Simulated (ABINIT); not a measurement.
**CsPbCl3 (Pm-3m): G0W0 in ABINIT against the bands in the self-energy**

Wanted: the cheapest bands in the self-energy that holds the gap of CsPbCl3 (Pm-3m).

Calculated with ABINIT 10.8.3; PBE and many-body steps on it, plane waves.

### Step 1. The structure

It takes space group Pm-3m (No. 221, cubic). Conventional cell: a = 5.605 Å, b = 5.605 Å, c = 5.605 Å, α = 90.00°, β = 90.00°, γ = 90.00°. Nearest to Cs lie 12 Cl at 3.96 Å. Nearest to Pb lie 6 Cl at 2.80 Å. Nearest to Cl lie 2 Pb at 2.80 Å and 4 Cs at 3.96 Å. Farther neighbours and most contacts between anions are not listed.

The cell and positions come from the Crystallography Open Database and are kept as given unless a step says otherwise. Spin-orbit coupling is left out unless a step names it.

### Step 2. Screening, 2×2×2 mesh, 547 bands, screening to 217.7 eV

This step: ABINIT 10.8.3; RPA screening on PBE, plane waves, norm-conserving pseudopotentials.

The RPA dielectric matrix is built and inverted for each q.

Contents of run.abi:

```
acell 3*1.0 Angstrom
rprim 
  5.605000000000 0.000000000000 0.000000000000
  0.000000000000 5.605000000000 0.000000000000
  0.000000000000 0.000000000000 5.605000000000
ntypat 3
znucl 55 82 17
natom 5
typat 1 2 3 3 3
xred 
  0.000000000000 0.000000000000 0.000000000000
  0.500000000000 0.500000000000 0.500000000000
  0.500000000000 0.500000000000 0.000000000000
  0.000000000000 0.500000000000 0.500000000000
  0.500000000000 0.000000000000 0.500000000000
pp_dirpath "pseudos"
pseudos "Cs.upf, Pb.upf, Cl.upf"
ecut 25
ngkpt 2 2 2
nshiftk 1
shiftk 0 0 0
kptopt 1
chksymbreak 0
istwfk *1
occopt 1
irdwfk 1
optdriver 3
nband 547
ecuteps 8
inclvkb 2
awtr 1
symchi 1
indata_prefix "in"
outdata_prefix "out"
tmpdata_prefix "tmp"
```

Launch:

```bash
$ OMP_NUM_THREADS=1 mpirun -n 8 abinit run.abi > log
```

Log:

```text
.Version 10.8.3 of ABINIT. v10.8.2 released Aug 2026.

 Symmetries : space group Pm -3 m (#221); Bravais cP (primitive cubic)
[... echo of the input left out ...]
== DATASET  1 ==================================================================
-   mpi_nproc: 8, omp_nthreads: 1 (-1 if OMP is not activated)

--- !DatasetInfo
iteration_state: {dtset: 1, }
dimensions: {natom: 5, nkpt: 4, mband: 547, nsppol: 1, nspinor: 1, nspden: 1, mpw: 7123, }
cutoff_energies: {ecut:  25.0, pawecutdg:  -1.0, }
electrons: {nelect:   4.40000000E+01, charge:   0.00000000E+00, occopt:   1.00000000E+00, tsmear:   1.00000000E-02, }

 SCREENING: Calculation of the susceptibility and dielectric matrices

 Based on a program developped by R.W. Godby, V. Olevano, G. Onida, and L. Reining.
 Incorporated in ABINIT by V. Olevano, G.-M. Rignanese, and M. Torrent.
.Using double precision arithmetic ; gwpc =  8

[... cell and pseudopotentials left out ...]
--------------------------------------------------------------------------------

 ==== K-mesh for the wavefunctions ====
 Number of points in the irreducible wedge :     4
[... list of points left out ...]
 Together with 48 symmetry operations and time-reversal symmetry
 yields     8 points in the full Brillouin Zone.

 ==== Q-mesh for the screening function ====
 Number of points in the irreducible wedge :     4
[... list of points left out ...]
 Together with 48 symmetry operations and time-reversal symmetry
 yields     8 points in the full Brillouin Zone.

 setmesh: FFT mesh size selected  =    40x   40x   40
          total number of points  =        64000

 vcoul_init : cutoff-mode = AUXILIARY_FUNCTION
 q-points for optical limit:   1
     1)      0.000010    0.000020    0.000030

- screening: taking advantage of time-reversal symmetry
- Maximum band index for partially occupied states nbvw = 22
- Remaining bands to be divided among processors   nbcw = 525
- Number of bands treated by each node ~65

 Number of electrons calculated from density =   44.0000; Expected =   44.0000
 average of density, n =  0.037028
 r_s =    1.8612
 omega_plasma =   18.5618 [eV]

 calculating chi0 at frequencies [eV] :
  1    0.000000E+00    0.000000E+00
  2    0.000000E+00    1.856181E+01

--------------------------------------------------------------------------------
  q-point number  1        q = ( 0.000000, 0.000000, 0.000000) [r.l.u.]
--------------------------------------------------------------------------------
[... chi0 elements left out ...]
 For q-point:  0.000010 0.000020 0.000030
  dielectric constant =   7.2059
  dielectric constant without local fields =   8.2920

  Average fulfillment of the sum rule on Im[epsilon] for q-point    1 :    104.78  [%]
[... wings left out ...]
  q-point number  2        q = ( 0.500000, 0.000000, 0.000000) [r.l.u.]
--------------------------------------------------------------------------------
[... chi0 elements left out ...]
  Average fulfillment of the sum rule on Im[epsilon] for q-point    2 :    110.66  [%]

 [... 2 further q-points ...]
```

It took 69 s on 8 MPI ranks of AMD EPYC 9R45, shared host; peak memory 4.8 GiB; 9.1 min of CPU time.

Numbers from this step:

```yaml
eps_infinity_with_local_fields_on_this_mesh_along_the_program_s_q_direction: 7.206
the_same_without_local_fields: 8.292
plasma_frequency: 18.56 eV
plane_waves_in_the_screening_matrix: 1309
```

Local fields lower ε∞ by 13 %. On a Γ-centred mesh this coarse the value itself is usually too large, while a short band sum pulls it down.

### Step 3. 30 bands

This step: G0W0 on PBE, plane waves, norm-conserving pseudopotentials.

run.abi, as its differences from that of step 2:

```diff
@@ -26,8 +26,17 @@
 irdwfk 1
-optdriver 3
-nband 547
+optdriver 4
+nband 30
+gwcalctyp 0
+ecutsigx 25
+symsigma 1
+nkptgw 2
+kptgw 
+  0.5000000000 0.5000000000 0.5000000000
+  0.0000000000 0.0000000000 0.0000000000
+bdgw 
+  19 25
+  20 25
 ecuteps 8
-inclvkb 2
-awtr 1
-symchi 1
+irdscr 1
+ppmodel 1
 indata_prefix "in"
```

Log:

```text
.Version 10.8.3 of ABINIT. v10.8.2 released Aug 2026.

 Symmetries : space group Pm -3 m (#221); Bravais cP (primitive cubic)
[... echo of the input left out ...]
== DATASET  1 ==================================================================
-   mpi_nproc: 8, omp_nthreads: 1 (-1 if OMP is not activated)

--- !DatasetInfo
iteration_state: {dtset: 1, }
dimensions: {natom: 5, nkpt: 4, mband: 30, nsppol: 1, nspinor: 1, nspden: 1, mpw: 7123, }
cutoff_energies: {ecut:  25.0, pawecutdg:  -1.0, }
electrons: {nelect:   4.40000000E+01, charge:   0.00000000E+00, occopt:   1.00000000E+00, tsmear:   1.00000000E-02, }

 SIGMA: Calculation of the GW corrections

 Based on a program developped by R.W. Godby, V. Olevano, G. Onida, and L. Reining.
 Incorporated in ABINIT by V. Olevano, G.-M. Rignanese, and M. Torrent.
.Using double precision arithmetic ; gwpc =  8

[... cell and pseudopotentials left out ...]
--------------------------------------------------------------------------------

 ==== K-mesh for the wavefunctions ====
 Number of points in the irreducible wedge :     4
[... list of points left out ...]
 Together with 48 symmetry operations and time-reversal symmetry
 yields     8 points in the full Brillouin Zone.

 ==== Q-mesh for screening function ====
 Number of points in the irreducible wedge :     4
[... list of points left out ...]
 Together with 48 symmetry operations and time-reversal symmetry
 yields     8 points in the full Brillouin Zone.

 vcoul_init : cutoff-mode = AUXILIARY_FUNCTION
 q-points for optical limit:   1
     1)      0.000010    0.000020    0.000030
 setmesh: FFT mesh size selected  =    48x   48x   48
          total number of points  =       110592

 Number of electrons calculated from density =   44.0000; Expected =   44.0000
 average of density, n =  0.037028
 r_s =    1.8612
 omega_plasma =   18.5618 [eV]

 === KS Band Gaps ===
  >>>> For spin  1
   Minimum direct gap =   1.9335 [eV], located at k-point      :   0.5000  0.5000  0.5000
   Fundamental gap    =   1.9335 [eV], Top of valence bands at :   0.5000  0.5000  0.5000
                                       Bottom of conduction at :   0.5000  0.5000  0.5000
 SIGMA fundamental parameters:
 PLASMON POLE MODEL  1
 number of plane-waves for SigmaX                 7123
 number of plane-waves for SigmaC and W           1309
 number of plane-waves for wavefunctions          7123
 number of bands                                    30
 number of independent spin polarizations            1
 number of spinorial components                      1
 number of k-points in IBZ                           4
 number of q-points in IBZ                           4
 number of symmetry operations                      48
 number of k-points in BZ                            8
 number of q-points in BZ                            8
 number of frequencies for dSigma/dE                 9
 frequency step for dSigma/dE [eV]                0.25
 number of omega for Sigma on real axis              0
 max omega for Sigma on real axis  [eV]           0.00
 zcut for avoiding poles [eV]                     0.10

 EPSILON^-1 parameters (SCR file):
 dimension of the eps^-1 matrix on file           1309
 dimension of the eps^-1 matrix used              1309
 number of plane-waves for wavefunctions          7123
 number of bands                                   547
 number of q-points in IBZ                           4
 number of frequencies                               2
 number of real frequencies                          1
 number of imag frequencies                          1

 matrix elements of self-energy operator (all in [eV])

 Perturbative Calculation

--- !SelfEnergy_ee
iteration_state: {dtset: 1, }
kpoint     : [   0.500,    0.500,    0.500, ]
spin       : 1
KS_gap     :    1.933
QP_gap     :    2.736
Delta_QP_KS:    0.802
data: !SigmaeeData |
     Band     E0 <VxcDFT>   SigX SigC(E0)      Z dSigC/dE  Sig(E)    E-E0       E
       19  -0.178 -14.256 -18.504   4.857   0.795  -0.259 -13.772   0.484   0.306
       20  -0.178 -14.256 -18.504   4.857   0.795  -0.259 -13.772   0.484   0.306
       21  -0.178 -14.256 -18.504   4.857   0.795  -0.259 -13.772   0.484   0.306
       22   2.026 -15.396 -17.861   3.634   0.817  -0.224 -14.441   0.954   2.980
       23   3.959  -9.887  -6.509  -1.299   0.845  -0.184  -8.130   1.757   5.716
       24   3.959  -9.887  -6.509  -1.299   0.845  -0.184  -8.130   1.757   5.716
[...]
--- !SelfEnergy_ee
iteration_state: {dtset: 1, }
kpoint     : [   0.000,    0.000,    0.000, ]
spin       : 1
KS_gap     :    5.875
QP_gap     :    6.978
Delta_QP_KS:    1.103
data: !SigmaeeData |
     Band     E0 <VxcDFT>   SigX SigC(E0)      Z dSigC/dE  Sig(E)    E-E0       E
[...]
23   5.379  -6.339  -2.683  -1.889   0.874  -0.144  -4.795   1.544   6.923
       24   6.319  -6.633  -2.877  -1.657   0.878  -0.139  -4.789   1.843   8.162
       25   6.319  -6.633  -2.877  -1.657   0.878  -0.139  -4.789   1.843   8.162

== END DATASET(S) ==============================================================
================================================================================

 -outvars: echo values of variables after computation  --------
           etotal      0.0000000000E+00
            nband          30
             nkpt           4
          spgroup         221
 [... the other variables as echoed above ...]

 Calculation completed.
```

Wall time 16 s (8 MPI ranks); peak memory 5.1 GiB.

This step gave:

```
G0W0 gap on the points computed              : 2.736 eV
starting gap on the mesh                     : 1.933 eV
k of the valence top                         : 0.5, 0.5, 0.5
k of the conduction bottom                   : 0.5, 0.5, 0.5
Z at the valence top                         : 0.817
Z at the conduction bottom                   : 0.845
least direct G0W0 gap on the computed points : 2.736 eV
```

### Step 4. 38 bands

run.abi, as its differences from that of step 3:

```diff
@@ -27,3 +27,3 @@
 optdriver 4
-nband 30
+nband 38
 gwcalctyp 0
```

Log:

```text
.Version 10.8.3 of ABINIT. v10.8.2 released Aug 2026.

 Symmetries : space group Pm -3 m (#221); Bravais cP (primitive cubic)
[... echo of the input left out ...]
== DATASET  1 ==================================================================
-   mpi_nproc: 8, omp_nthreads: 1 (-1 if OMP is not activated)

--- !DatasetInfo
iteration_state: {dtset: 1, }
dimensions: {natom: 5, nkpt: 4, mband: 38, nsppol: 1, nspinor: 1, nspden: 1, mpw: 7123, }
cutoff_energies: {ecut:  25.0, pawecutdg:  -1.0, }
electrons: {nelect:   4.40000000E+01, charge:   0.00000000E+00, occopt:   1.00000000E+00, tsmear:   1.00000000E-02, }

 SIGMA: Calculation of the GW corrections

 Based on a program developped by R.W. Godby, V. Olevano, G. Onida, and L. Reining.
 Incorporated in ABINIT by V. Olevano, G.-M. Rignanese, and M. Torrent.
.Using double precision arithmetic ; gwpc =  8

[... cell and pseudopotentials left out ...]
--------------------------------------------------------------------------------

 ==== K-mesh for the wavefunctions ====
 Number of points in the irreducible wedge :     4
[... list of points left out ...]
 Together with 48 symmetry operations and time-reversal symmetry
 yields     8 points in the full Brillouin Zone.

 ==== Q-mesh for screening function ====
 Number of points in the irreducible wedge :     4
[... list of points left out ...]
 Together with 48 symmetry operations and time-reversal symmetry
 yields     8 points in the full Brillouin Zone.

 vcoul_init : cutoff-mode = AUXILIARY_FUNCTION
 q-points for optical limit:   1
     1)      0.000010    0.000020    0.000030
 setmesh: FFT mesh size selected  =    48x   48x   48
          total number of points  =       110592

 Number of electrons calculated from density =   44.0000; Expected =   44.0000
[...]
number of omega for Sigma on real axis              0
 max omega for Sigma on real axis  [eV]           0.00
 zcut for avoiding poles [eV]                     0.10

 EPSILON^-1 parameters (SCR file):
 dimension of the eps^-1 matrix on file           1309
 dimension of the eps^-1 matrix used              1309
 number of plane-waves for wavefunctions          7123
 number of bands                                   547
 number of q-points in IBZ                           4
 number of frequencies                               2
 number of real frequencies                          1
 number of imag frequencies                          1

 matrix elements of self-energy operator (all in [eV])

 Perturbative Calculation

--- !SelfEnergy_ee
iteration_state: {dtset: 1, }
kpoint     : [   0.500,    0.500,    0.500, ]
spin       : 1
KS_gap     :    1.933
QP_gap     :    2.667
Delta_QP_KS:    0.733
data: !SigmaeeData |
     Band     E0 <VxcDFT>   SigX SigC(E0)      Z dSigC/dE  Sig(E)    E-E0       E
       19  -0.178 -14.256 -18.504   4.590   0.790  -0.266 -13.987   0.270   0.092
       20  -0.178 -14.256 -18.504   4.590   0.790  -0.266 -13.987   0.270   0.092
       21  -0.178 -14.256 -18.504   4.590   0.790  -0.266 -13.987   0.270   0.092
[...]
--- !SelfEnergy_ee
iteration_state: {dtset: 1, }
kpoint     : [   0.000,    0.000,    0.000, ]
spin       : 1
KS_gap     :    5.875
QP_gap     :    6.619
Delta_QP_KS:    0.744
data: !SigmaeeData |
     Band     E0 <VxcDFT>   SigX SigC(E0)      Z dSigC/dE  Sig(E)    E-E0       E
[...]
24   6.319  -6.633  -2.877  -2.240   0.860  -0.162  -5.329   1.303   7.622
       25   6.319  -6.633  -2.877  -2.240   0.860  -0.162  -5.329   1.303   7.622

== END DATASET(S) ==============================================================
================================================================================

 -outvars: echo values of variables after computation  --------
           etotal      0.0000000000E+00
            nband          38
             nkpt           4
          spgroup         221
 [... the other variables as echoed above ...]

 Calculation completed.
```

The job ended after 18 s (8 MPI ranks; peak memory 5.1 GiB; 2.4 min of CPU time).

Numbers from this step:

```
G0W0 gap on the points computed              : 2.667 eV
starting gap on the mesh                     : 1.933 eV
k of the valence top                         : 0.5, 0.5, 0.5
k of the conduction bottom                   : 0.5, 0.5, 0.5
Z at the valence top                         : 0.812
Z at the conduction bottom                   : 0.837
least direct G0W0 gap on the computed points : 2.667 eV
```

### Step 5. 69 bands

run.abi, as its differences from that of step 4:

```diff
@@ -27,3 +27,3 @@
 optdriver 4
-nband 38
+nband 69
 gwcalctyp 0
```

Log:

```text
.Version 10.8.3 of ABINIT. v10.8.2 released Aug 2026.

 Symmetries : space group Pm -3 m (#221); Bravais cP (primitive cubic)
[... echo of the input left out ...]
== DATASET  1 ==================================================================
-   mpi_nproc: 8, omp_nthreads: 1 (-1 if OMP is not activated)

--- !DatasetInfo
iteration_state: {dtset: 1, }
dimensions: {natom: 5, nkpt: 4, mband: 69, nsppol: 1, nspinor: 1, nspden: 1, mpw: 7123, }
cutoff_energies: {ecut:  25.0, pawecutdg:  -1.0, }
electrons: {nelect:   4.40000000E+01, charge:   0.00000000E+00, occopt:   1.00000000E+00, tsmear:   1.00000000E-02, }

 SIGMA: Calculation of the GW corrections

 Based on a program developped by R.W. Godby, V. Olevano, G. Onida, and L. Reining.
 Incorporated in ABINIT by V. Olevano, G.-M. Rignanese, and M. Torrent.
.Using double precision arithmetic ; gwpc =  8

[... cell and pseudopotentials left out ...]
--------------------------------------------------------------------------------

 ==== K-mesh for the wavefunctions ====
 Number of points in the irreducible wedge :     4
[... list of points left out ...]
 Together with 48 symmetry operations and time-reversal symmetry
 yields     8 points in the full Brillouin Zone.

 ==== Q-mesh for screening function ====
 Number of points in the irreducible wedge :     4
[... list of points left out ...]
 Together with 48 symmetry operations and time-reversal symmetry
 yields     8 points in the full Brillouin Zone.

 vcoul_init : cutoff-mode = AUXILIARY_FUNCTION
 q-points for optical limit:   1
     1)      0.000010    0.000020    0.000030
 setmesh: FFT mesh size selected  =    48x   48x   48
          total number of points  =       110592

 Number of electrons calculated from density =   44.0000; Expected =   44.0000
[...]
number of omega for Sigma on real axis              0
 max omega for Sigma on real axis  [eV]           0.00
 zcut for avoiding poles [eV]                     0.10

 EPSILON^-1 parameters (SCR file):
 dimension of the eps^-1 matrix on file           1309
 dimension of the eps^-1 matrix used              1309
 number of plane-waves for wavefunctions          7123
 number of bands                                   547
 number of q-points in IBZ                           4
 number of frequencies                               2
 number of real frequencies                          1
 number of imag frequencies                          1

 matrix elements of self-energy operator (all in [eV])

 Perturbative Calculation

--- !SelfEnergy_ee
iteration_state: {dtset: 1, }
kpoint     : [   0.500,    0.500,    0.500, ]
spin       : 1
KS_gap     :    1.933
QP_gap     :    2.862
Delta_QP_KS:    0.929
data: !SigmaeeData |
     Band     E0 <VxcDFT>   SigX SigC(E0)      Z dSigC/dE  Sig(E)    E-E0       E
       19  -0.178 -14.256 -18.504   3.690   0.777  -0.287 -14.690  -0.434  -0.612
       20  -0.178 -14.256 -18.504   3.690   0.777  -0.287 -14.690  -0.434  -0.612
       21  -0.178 -14.256 -18.504   3.690   0.777  -0.287 -14.690  -0.434  -0.612
[...]
--- !SelfEnergy_ee
iteration_state: {dtset: 1, }
kpoint     : [   0.000,    0.000,    0.000, ]
spin       : 1
KS_gap     :    5.875
QP_gap     :    6.929
Delta_QP_KS:    1.054
data: !SigmaeeData |
     Band     E0 <VxcDFT>   SigX SigC(E0)      Z dSigC/dE  Sig(E)    E-E0       E
[...]
24   6.319  -6.633  -2.877  -2.854   0.846  -0.181  -5.870   0.763   7.082
       25   6.319  -6.633  -2.877  -2.854   0.846  -0.181  -5.870   0.763   7.082

== END DATASET(S) ==============================================================
================================================================================

 -outvars: echo values of variables after computation  --------
           etotal      0.0000000000E+00
            nband          69
             nkpt           4
          spgroup         221
 [... the other variables as echoed above ...]

 Calculation completed.
```

Run time: 29 s. Hardware: 8 MPI ranks; peak memory 5.2 GiB.

This step gave:

```yaml
g0w0_gap_on_the_points_computed: 2.862 eV
starting_gap_on_the_mesh: 1.933 eV
k_of_the_valence_top: 0.5, 0.5, 0.5
k_of_the_conduction_bottom: 0.5, 0.5, 0.5
z_at_the_valence_top: 0.799
z_at_the_conduction_bottom: 0.826
least_direct_g0w0_gap_on_the_computed_points: 2.862 eV
```

(Continued in part 2 of 2.)

[Paths, hosts, dates, memory and timing lines, banners, echoed tables and standing remarks are left out of the program output.]

[Logs are printed without paths, hosts, clocks, repeated set-up lines and the standing remarks that a program may print on its own settings, such as how far it seeks lower states.]

[Runs of the session that timed out or met a known fault of the program may be left out.]

[Hosts, paths, dates, database ids (printed as entryN), source tags and the programs' standing remarks are cut or masked in the printed files.]

[G0W0 gaps are taken among the corrected bands and points alone; a level outside them can change the order at an edge.]

[Where Ansatz stands beside ABINIT at settings called matched, ABINIT's density can come from a denser mesh and the files from another edition; pairs whose starting gaps differed by over 0.03 eV were left out, so agreement reads better than it is.]
